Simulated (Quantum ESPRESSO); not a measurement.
# 1T-PtS2, 2 layers, AA stacking, stepped through biaxial strain, part 4 of 8

What law, if any, do the results for 1T-PtS2, 2 layers, AA stacking follow against biaxial strain?

Quantum ESPRESSO 7.5; plane-wave DFT, PBE, GBRV ultrasoft pseudopotentials.

So far. Step 2 (Variable-cell relaxation of the reference):  The last row is no step: it is a fresh SCF in the final cell with a new plane-wave basis, +0 meV from the row before. Step 3 (Relaxing the ions, -4 %): The relaxation lowers the energy by 36 meV an atom.

### Step 6. Band structure, -4 %

Bands along a path place the edges.

The input, m0.bands.in:

```
&control
  prefix = 'm0.bands'
  outdir = './out'
  pseudo_dir = './pseudo'
  calculation = 'bands'
/
&system
  ibrav = 0
  nat = 6
  ntyp = 2
  ecutwfc = 40
  ecutrho = 200
  occupations = 'smearing'
  smearing = 'fd'
  degauss = 0.002
  nbnd = 34
/
&electrons
  conv_thr = 1e-07
  mixing_beta = 0.4
  electron_maxstep = 120
  mixing_mode = 'plain'
/
ATOMIC_SPECIES
  S   32.0600  s_pbe_v1.4.uspp.F.UPF
  Pt  195.0840  pt_pbe_v1.4.uspp.F.UPF
CELL_PARAMETERS angstrom
  3.41782154112000 0.00000000000000 0.00000000000000
  -1.70891077056000 2.95992028032000 0.00000000000000
  0.00000000000000 0.00000000000000 22.22817278700000
ATOMIC_POSITIONS crystal
  S   0.666666666700 0.333333333300 0.321965973000
  Pt  0.000000000000 0.000000000000 0.381464967200
  S   0.333333333300 0.666666666700 0.439806182300
  S   0.666666666700 0.333333333300 0.560193817700
  Pt  0.000000000000 0.000000000000 0.618535032800
  S   0.333333333300 0.666666666700 0.678034027000
K_POINTS crystal_b
4
  0.0000000000 0.0000000000 0.0000000000 12
  0.5000000000 0.0000000000 0.0000000000 12
  0.3333333333 0.3333333333 0.0000000000 12
  0.0000000000 0.0000000000 0.0000000000 1
```

The run is started by

```bash
> cp -r out/m0.scf.save out/m0.bands.save
> cp out/m0.scf.xml out/m0.bands.xml
> OMP_NUM_THREADS=1 mpirun -n 4 pw.x -nk 4 -in m0.bands.in > m0.bands.out
```

The program printed:

```text
[banner, memory and clock lines left out]
Program PWSCF v.7.5 starts

          URL

     Atomic positions and unit cell read from directory:
     ./out/m0.bands.save/

     Message from routine setup:
     using ibrav=0 with symmetry is DISCOURAGED, use correct ibrav instead

     G-vector sticks info

     bravais-lattice index     =            0
     lattice parameter (alat)  =       6.4587  a.u.
     unit-cell volume          =    1517.5037 (a.u.)^3
     number of atoms/cell      =            6
     number of atomic types    =            2
     number of electrons       =        56.00
     number of Kohn-Sham states=           34
     kinetic-energy cutoff     =      40.0000  Ry
     charge density cutoff     =     200.0000  Ry
     Exchange-correlation=  SLA  PW   PBX  PBC
                           (   1   4   3   4   0   0   0)

     celldm(1)=   6.458747  celldm(2)=   0.000000  celldm(3)=   0.000000
     celldm(4)=   0.000000  celldm(5)=   0.000000  celldm(6)=   0.000000

     crystal axes: (cart. coord. in units of alat)
               a(1) = (   1.000000   0.000000   0.000000 )
               a(2) = (  -0.500000   0.866025   0.000000 )
               a(3) = (   0.000000   0.000000   6.503608 )

     reciprocal axes: (cart. coord. in units 2 pi/alat)
               b(1) = (  1.000000  0.577350 -0.000000 )
               b(2) = (  0.000000  1.154701  0.000000 )
               b(3) = (  0.000000 -0.000000  0.153761 )

     PseudoPot. # 1 for S  read from file:
     ./pseudo/s_pbe_v1.4.uspp.F.UPF
     Pseudo is Ultrasoft + core correction, Zval =  6.0
     Generated by new atomic code, or converted to UPF format
     Using radial grid of  907 points,  6 beta functions with:
                l(1) =   0
                l(2) =   0
                l(3) =   1
                l(4) =   1
                l(5) =   2
                l(6) =   2
     Q(r) pseudized with  8 coefficients,  rinner =    1.300   1.300   1.300
                                                       1.300   1.300

     PseudoPot. # 2 for Pt read from file:
     ./pseudo/pt_pbe_v1.4.uspp.F.UPF
     Pseudo is Ultrasoft + core correction, Zval = 16.0
     Generated by new atomic code, or converted to UPF format
     Using radial grid of  985 points,  6 beta functions with:
                l(1) =   0
                l(2) =   0
                l(3) =   1
                l(4) =   1
                l(5) =   2
                l(6) =   2
     Q(r) pseudized with  8 coefficients,  rinner =    1.300   1.300   1.300
                                                       1.300   1.300

     atomic species   valence    mass     pseudopotential
     S                 6.00    32.06000     S ( 1.00)
     Pt               16.00   195.08400     Pt( 1.00)

     12 Sym. Ops., with inversion, found

   Cartesian axes

     site n.     atom                  positions (alat units)
         1        S      tau(   1) = (   0.5000000   0.2886751   2.0939406  )
         2        Pt     tau(   2) = (   0.0000000   0.0000000   2.4808988  )
         3        S      tau(   3) = (  -0.0000000   0.5773503   2.8603272  )
         4        S      tau(   4) = (   0.5000000   0.2886751   3.6432812  )
         5        Pt     tau(   5) = (   0.0000000   0.0000000   4.0227096  )
         6        S      tau(   6) = (  -0.0000000   0.5773503   4.4096678  )

     number of k points=    37  Fermi-Dirac smearing, width (Ry)=  0.0020
                       cart. coord. in units 2pi/alat
        k(    1) = (   0.0000000   0.0000000   0.0000000), wk =   0.0540541
        k(    2) = (   0.0416667   0.0240563   0.0000000), wk =   0.0540541
        k(    3) = (   0.0833333   0.0481125   0.0000000), wk =   0.0540541
        k(    4) = (   0.1250000   0.0721688   0.0000000), wk =   0.0540541
        k(    5) = (   0.1666667   0.0962250   0.0000000), wk =   0.0540541
        k(    6) = (   0.2083333   0.1202813   0.0000000), wk =   0.0540541
        k(    7) = (   0.2500000   0.1443376   0.0000000), wk =   0.0540541
        k(    8) = (   0.2916667   0.1683938   0.0000000), wk =   0.0540541
        k(    9) = (   0.3333333   0.1924501   0.0000000), wk =   0.0540541
        k(   10) = (   0.3750000   0.2165064   0.0000000), wk =   0.0540541
        k(   11) = (   0.4166667   0.2405626   0.0000000), wk =   0.0540541
        k(   12) = (   0.4583333   0.2646189   0.0000000), wk =   0.0540541
        k(   13) = (   0.5000000   0.2886751   0.0000000), wk =   0.0540541
        k(   14) = (   0.4861111   0.3127314   0.0000000), wk =   0.0540541
        k(   15) = (   0.4722222   0.3367877   0.0000000), wk =   0.0540541
        k(   16) = (   0.4583333   0.3608439   0.0000000), wk =   0.0540541
        k(   17) = (   0.4444444   0.3849002   0.0000000), wk =   0.0540541
        k(   18) = (   0.4305556   0.4089564   0.0000000), wk =   0.0540541
        k(   19) = (   0.4166667   0.4330127   0.0000000), wk =   0.0540541
        k(   20) = (   0.4027778   0.4570690   0.0000000), wk =   0.0540541
        k(   21) = (   0.3888889   0.4811252   0.0000000), wk =   0.0540541
        k(   22) = (   0.3750000   0.5051815   0.0000000), wk =   0.0540541
        k(   23) = (   0.3611111   0.5292377   0.0000000), wk =   0.0540541
        k(   24) = (   0.3472222   0.5532940   0.0000000), wk =   0.0540541
        k(   25) = (   0.3333333   0.5773503   0.0000000), wk =   0.0540541
        k(   26) = (   0.3055556   0.5292377   0.0000000), wk =   0.0540541
        k(   27) = (   0.2777778   0.4811252   0.0000000), wk =   0.0540541
        k(   28) = (   0.2500000   0.4330127   0.0000000), wk =   0.0540541
        k(   29) = (   0.2222222   0.3849002   0.0000000), wk =   0.0540541
        k(   30) = (   0.1944444   0.3367877   0.0000000), wk =   0.0540541
        k(   31) = (   0.1666667   0.2886751   0.0000000), wk =   0.0540541
        k(   32) = (   0.1388889   0.2405626   0.0000000), wk =   0.0540541
        k(   33) = (   0.1111111   0.1924501   0.0000000), wk =   0.0540541
        k(   34) = (   0.0833333   0.1443376   0.0000000), wk =   0.0540541
        k(   35) = (   0.0555556   0.0962250   0.0000000), wk =   0.0540541
        k(   36) = (   0.0277778   0.0481125   0.0000000), wk =   0.0540541
        k(   37) = (   0.0000000   0.0000000   0.0000000), wk =   0.0540541

     Dense  grid:    72603 G-vectors     FFT dimensions: (  30,  30, 192)

     Smooth grid:    51643 G-vectors     FFT dimensions: (  25,  25, 180)

     The potential is recalculated from file :
     ./out/m0.bands.save/charge-density

     negative rho (up, down):  3.438E-01 0.000E+00
     Starting wfcs are   40 randomized atomic wfcs

     Band Structure Calculation
     Davidson diagonalization with overlap

[...]
7.2670   7.5493

          k = 0.4444 0.3849 0.0000 (  6452 PWs)   bands (ev):

   -51.2978 -51.2978 -51.2951 -51.2951 -51.2759 -51.2759 -11.0223 -10.9333
   -10.5203 -10.4540  -5.0147  -4.9547  -3.7202  -3.6674  -2.9655  -2.8149
    -2.5248  -2.1580  -1.4750  -1.4002  -0.8372  -0.6405  -0.4342  -0.3940
     0.0155   0.3513   0.6236   0.9064   4.0557   4.2633   4.3267   4.9008
     7.4591   7.6474

          k = 0.4306 0.4090 0.0000 (  6452 PWs)   bands (ev):

   -51.2971 -51.2971 -51.2950 -51.2950 -51.2772 -51.2772 -10.9836 -10.8966
   -10.5254 -10.4677  -4.9260  -4.8761  -3.7649  -3.7160  -2.9346  -2.8136
    -2.4631  -2.1274  -1.7471  -1.6193  -0.8706  -0.7153  -0.4890  -0.4388
     0.1533   0.4240   0.7270   1.0367   3.9471   4.0454   4.2629   4.8554
     7.6848   7.7298

          k = 0.4167 0.4330 0.0000 (  6448 PWs)   bands (ev):

   -51.2963 -51.2963 -51.2949 -51.2949 -51.2787 -51.2787 -10.9397 -10.8555
   -10.5309 -10.4834  -4.8193  -4.7821  -3.8056  -3.7607  -2.9350  -2.8415
    -2.3972  -2.1063  -1.9791  -1.8225  -0.8777  -0.7941  -0.5431  -0.4940
     0.2939   0.4914   0.8084   1.1354   3.8407   3.8693   4.1842   4.7951
     7.7833   7.9298

          k = 0.4028 0.4571 0.0000 (  6482 PWs)   bands (ev):

   -51.2955 -51.2954 -51.2948 -51.2948 -51.2804 -51.2804 -10.8928 -10.8126
   -10.5362 -10.5002  -4.6958  -4.6739  -3.8403  -3.7988  -2.9990  -2.9216
    -2.3355  -2.1271  -2.0974  -1.9717  -0.8781  -0.8680  -0.5980  -0.5568
     0.4328   0.5512   0.8688   1.2012   3.6644   3.8306   4.0926   4.7202
     7.8038   8.1780

          k = 0.3889 0.4811 0.0000 (  6478 PWs)   bands (ev):

   -51.2950 -51.2950 -51.2941 -51.2940 -51.2822 -51.2821 -10.8456 -10.7715
   -10.5406 -10.5165  -4.5572  -4.5533  -3.8683  -3.8281  -3.1436  -3.0658
    -2.2903  -2.1600  -2.1012  -2.0449  -0.9678  -0.8512  -0.6522  -0.6236
     0.5645   0.6027   0.9099   1.2360   3.5293   3.8282   3.9957   4.6317
     7.7972   8.4111

          k = 0.3750 0.5052 0.0000 (  6456 PWs)   bands (ev):

   -51.2949 -51.2948 -51.2929 -51.2929 -51.2839 -51.2839 -10.8013 -10.7365
   -10.5433 -10.5304  -4.4227  -4.4056  -3.8895  -3.8476  -3.3395  -3.2574
    -2.2496  -2.1194  -2.1013  -2.0677  -1.0612  -0.8384  -0.6999  -0.6892
     0.6476   0.6813   0.9367   1.2422   3.4449   3.8167   3.9389   4.5317
     7.7752   8.6097

          k = 0.3611 0.5292 0.0000 (  6458 PWs)   bands (ev):

   -51.2948 -51.2948 -51.2917 -51.2917 -51.2857 -51.2857 -10.7632 -10.7133
   -10.5437 -10.5391  -4.2856  -4.2442  -3.9057  -3.8570  -3.5450  -3.4670
    -2.1990  -2.0916  -2.0701  -2.0655  -1.1509  -0.8411  -0.7472  -0.7313
     0.6891   0.7667   0.9642   1.2211   3.4161   3.7264   3.9897   4.4229
     7.7499   8.7552

          k = 0.3472 0.5533 0.0000 (  6470 PWs)   bands (ev):

   -51.2948 -51.2948 -51.2903 -51.2903 -51.2874 -51.2874 -10.7340 -10.7063
   -10.5420 -10.5412  -4.1502  -4.0803  -3.9252  -3.8558  -3.7226  -3.6688
    -2.1491  -2.1000  -2.0459  -2.0266  -1.2211  -0.8575  -0.7894  -0.7437
     0.7302   0.7953   1.0189   1.1730   3.4421   3.6184   4.0841   4.3089
     7.7306   8.8369

          k = 0.3333 0.5774 0.0000 (  6462 PWs)   bands (ev):

   -51.2948 -51.2947 -51.2890 -51.2890 -51.2888 -51.2888 -10.7146 -10.7146
   -10.5405 -10.5405  -4.0614  -3.9655  -3.9655  -3.8446  -3.8005  -3.8005
    -2.1159  -2.1159  -2.0225  -2.0225  -1.2490  -0.8672  -0.8058  -0.7469
     0.7720   0.7720   1.0989   1.0989   3.5167   3.5167   4.1943   4.1943
     7.7233   8.8601

          k = 0.3056 0.5292 0.0000 (  6468 PWs)   bands (ev):

   -51.2948 -51.2948 -51.2913 -51.2913 -51.2859 -51.2859 -10.7633 -10.6999
   -10.5560 -10.5551  -4.2463  -4.1880  -3.9130  -3.8121  -3.6193  -3.5160
    -2.1876  -2.1704  -2.0933  -2.0302  -1.1393  -0.8210  -0.7251  -0.7113
     0.6449   0.7830   0.9559   1.2735   3.3577   3.7644   3.9860   4.4114
     7.7565   8.8115

          k = 0.2778 0.4811 0.0000 (  6470 PWs)   bands (ev):

   -51.2950 -51.2950 -51.2926 -51.2926 -51.2829 -51.2828 -10.8521 -10.7181
   -10.6080 -10.6074  -4.3499  -4.3378  -3.9004  -3.7586  -3.3533  -3.1983
    -2.3922  -2.2723  -2.2190  -2.1131  -0.8814  -0.7336  -0.5123  -0.4937
     0.4636   0.5119   1.0404   1.4419   3.2689   3.7884   4.1043   4.5526
     7.8587   8.7472

          k = 0.2500 0.4330 0.0000 (  6445 PWs)   bands (ev):

   -51.2954 -51.2953 -51.2926 -51.2925 -51.2798 -51.2798 -11.0068 -10.8345
   -10.6697 -10.6363  -4.3355  -4.3081  -3.9165  -3.7139  -3.1365  -2.9557
    -2.5736  -2.4002  -2.3840  -2.2261  -0.5699  -0.5418  -0.2537  -0.2485
     0.2749   0.3403   1.1574   1.5933   3.2460   3.6739   4.3840   4.5501
     8.0218   8.7238

          k = 0.2222 0.3849 0.0000 (  6463 PWs)   bands (ev):

   -51.2958 -51.2958 -51.2911 -51.2911 -51.2769 -51.2769 -11.2365 -11.0511
   -10.7143 -10.6271  -4.2021  -4.1673  -3.9539  -3.7059  -3.0295  -2.8434
    -2.7131  -2.4828  -2.4722  -2.3215  -0.3271  -0.3156  -0.2395  -0.1370
     0.4204   0.5619   1.2592   1.7182   3.2888   3.6148   4.3865   4.5531
     8.2311   8.7487

          k = 0.1944 0.3368 0.0000 (  6479 PWs)   bands (ev):

   -51.2964 -51.2964 -51.2884 -51.2884 -51.2742 -51.2742 -11.5147 -11.3193
   -10.7426 -10.6037  -4.1232  -3.9952  -3.8698  -3.7471  -3.1403  -2.8837
    -2.7081  -2.4738  -2.4356  -2.3503  -0.5000  -0.3958   0.0654   0.2873
     0.7206   0.9765   1.3363   1.8190   3.4095   3.6212   4.1090   4.5632
     8.4676   8.8070

          k = 0.1667 0.2887 0.0000 (  6511 PWs)   bands (ev):

   -51.2971 -51.2971 -51.2846 -51.2846 -51.2718 -51.2718 -11.8090 -11.6067
   -10.7606 -10.5728  -4.1898  -3.8544  -3.7727  -3.7262  -3.3682  -3.0057
    -2.5528  -2.4000  -2.3183  -2.2820  -0.5856  -0.4710   0.4742   0.6519
     0.9828   1.3240   1.4027   1.9245   3.6177   3.7163   3.8102   4.4334
     8.4686   8.6514

          k = 0.1389 0.2406 0.0000 (  6509 PWs)   bands (ev):

   -51.2978 -51.2977 -51.2801 -51.2801 -51.2697 -51.2696 -12.0932 -11.8870
   -10.7729 -10.5383  -4.2461  -3.9151  -3.7200  -3.7083  -3.5793  -3.1643
    -2.2901  -2.2299  -2.1414  -2.1275  -0.5653  -0.4513   0.7641   0.8687
     1.2565   1.4873   1.4980   2.0617   3.6106   3.8968   3.9214   4.2450
     8.1040   8.3073

          k = 0.1111 0.1925 0.0000 (  6517 PWs)   bands (ev):

   -51.2985 -51.2984 -51.2755 -51.2755 -51.2679 -51.2679 -12.3478 -12.1398
   -10.7820 -10.5043  -4.2847  -3.9699  -3.8586  -3.7370  -3.7023  -3.3458
    -2.0011  -1.9711  -1.9290  -1.9158  -0.4502  -0.3270   0.6684   1.1287
     1.4145   1.5782   1.5988   2.1847   3.6450   4.0519   4.1986   4.2665
     7.7579   7.9796

          k = 0.0833 0.1443 0.0000 (  6537 PWs)   bands (ev):

   -51.2991 -51.2990 -51.2712 -51.2712 -51.2665 -51.2665 -12.5586 -12.3502
   -10.7893 -10.4743  -4.3372  -3.9964  -3.9674  -3.8087  -3.8015  -3.5246
    -1.7689  -1.7447  -1.7020  -1.6795  -0.2708  -0.0947   0.5037   1.1900
     1.4689   1.6299   1.6369   2.2444   3.9489   4.0755   4.4704   4.5733
     7.4691   7.6919

          k = 0.0556 0.0962 0.0000 (  6539 PWs)   bands (ev):

   -51.2996 -51.2995 -51.2677 -51.2677 -51.2655 -51.2655 -12.7158 -12.5076
   -10.7949 -10.4509  -4.4200  -3.9953  -3.9848  -3.8848  -3.8803  -3.6755
    -1.5829  -1.5679  -1.5293  -1.5149  -0.1365   0.2005   0.4068   1.1963
     1.4984   1.5884   1.6350   2.1662   4.3051   4.3896   4.6795   4.8309
     7.2447   7.4580

          k = 0.0278 0.0481 0.0000 (  6561 PWs)   bands (ev):

   -51.2999 -51.2998 -51.2655 -51.2655 -51.2649 -51.2649 -12.8126 -12.6047
   -10.7986 -10.4363  -4.4910  -3.9753  -3.9622  -3.9393  -3.9305  -3.7835
    -1.4559  -1.4467  -1.4374  -1.4286  -0.1497   0.4287   0.4561   1.3049
     1.4906   1.5764   1.6045   1.9485   4.6206   4.7163   4.8806   4.9858
     7.0951   7.2921

          k = 0.0000 0.0000 0.0000 (  6565 PWs)   bands (ev):

   -51.3000 -51.2999 -51.2647 -51.2647 -51.2647 -51.2647 -12.8453 -12.6375
   -10.7999 -10.4313  -4.5175  -3.9586  -3.9586  -3.9487  -3.9487  -3.8286
    -1.4101  -1.4101  -1.4025  -1.4025  -0.1798   0.4991   0.4991   1.4736
     1.4736   1.5885   1.5885   1.7477   4.7785   4.7785   5.0307   5.0307
     7.0408   7.2255

     XML data file, pseudopotentials, collected wavefunctions

                                        0.00s GPU  (     441 calls)
```

Wall time 38 s (4 MPI ranks of Arm Neoverse V1, shared host); peak memory 0.44 GiB.

Band numbers count within the set of bands kept for display. Electronic bands along the path, in eV, zero at the highest filled level of the SCF mesh; v1 is the highest filled band, c1 the lowest empty one:

```
  point     v4     v3     v2     v1    c1    c2    c3    c4
      Γ  -0.77  -0.66  -0.66  -0.50  2.53  2.53  2.79  2.79
halfway  -0.99  -0.88  -0.72  -0.44  1.07  1.76  2.04  2.38
      M  -2.29  -2.19  -2.18  -1.83  2.16  2.20  2.61  2.69
halfway  -1.95  -1.75  -1.44  -1.11  1.60  1.62  1.94  2.55
      K  -1.47  -1.47  -1.15  -1.15  1.27  1.27  1.95  1.95
halfway  -1.26  -0.92  -0.84  -0.32  1.37  1.47  1.57  2.19
      Γ  -0.77  -0.66  -0.66  -0.50  2.53  2.53  2.79  2.79
```

Along this path the valence top lies between K and Γ and the conduction bottom between K and Γ.

(Part 4 of 8 ends here.)

[Logs are printed without paths, hosts, clocks, repeated set-up lines and the standing remarks that a program may print on its own settings, such as how far it seeks lower states.]

[Hosts, paths, dates, database ids (printed as entryN), source tags and the programs' standing remarks are cut or masked in the printed files.]

[Maps of the electrostatic potential energy from Ansatz leave out the sawtooth potential of an applied field or a dipole correction, so their vacuum need not be flat; planar profiles and work functions include it.]
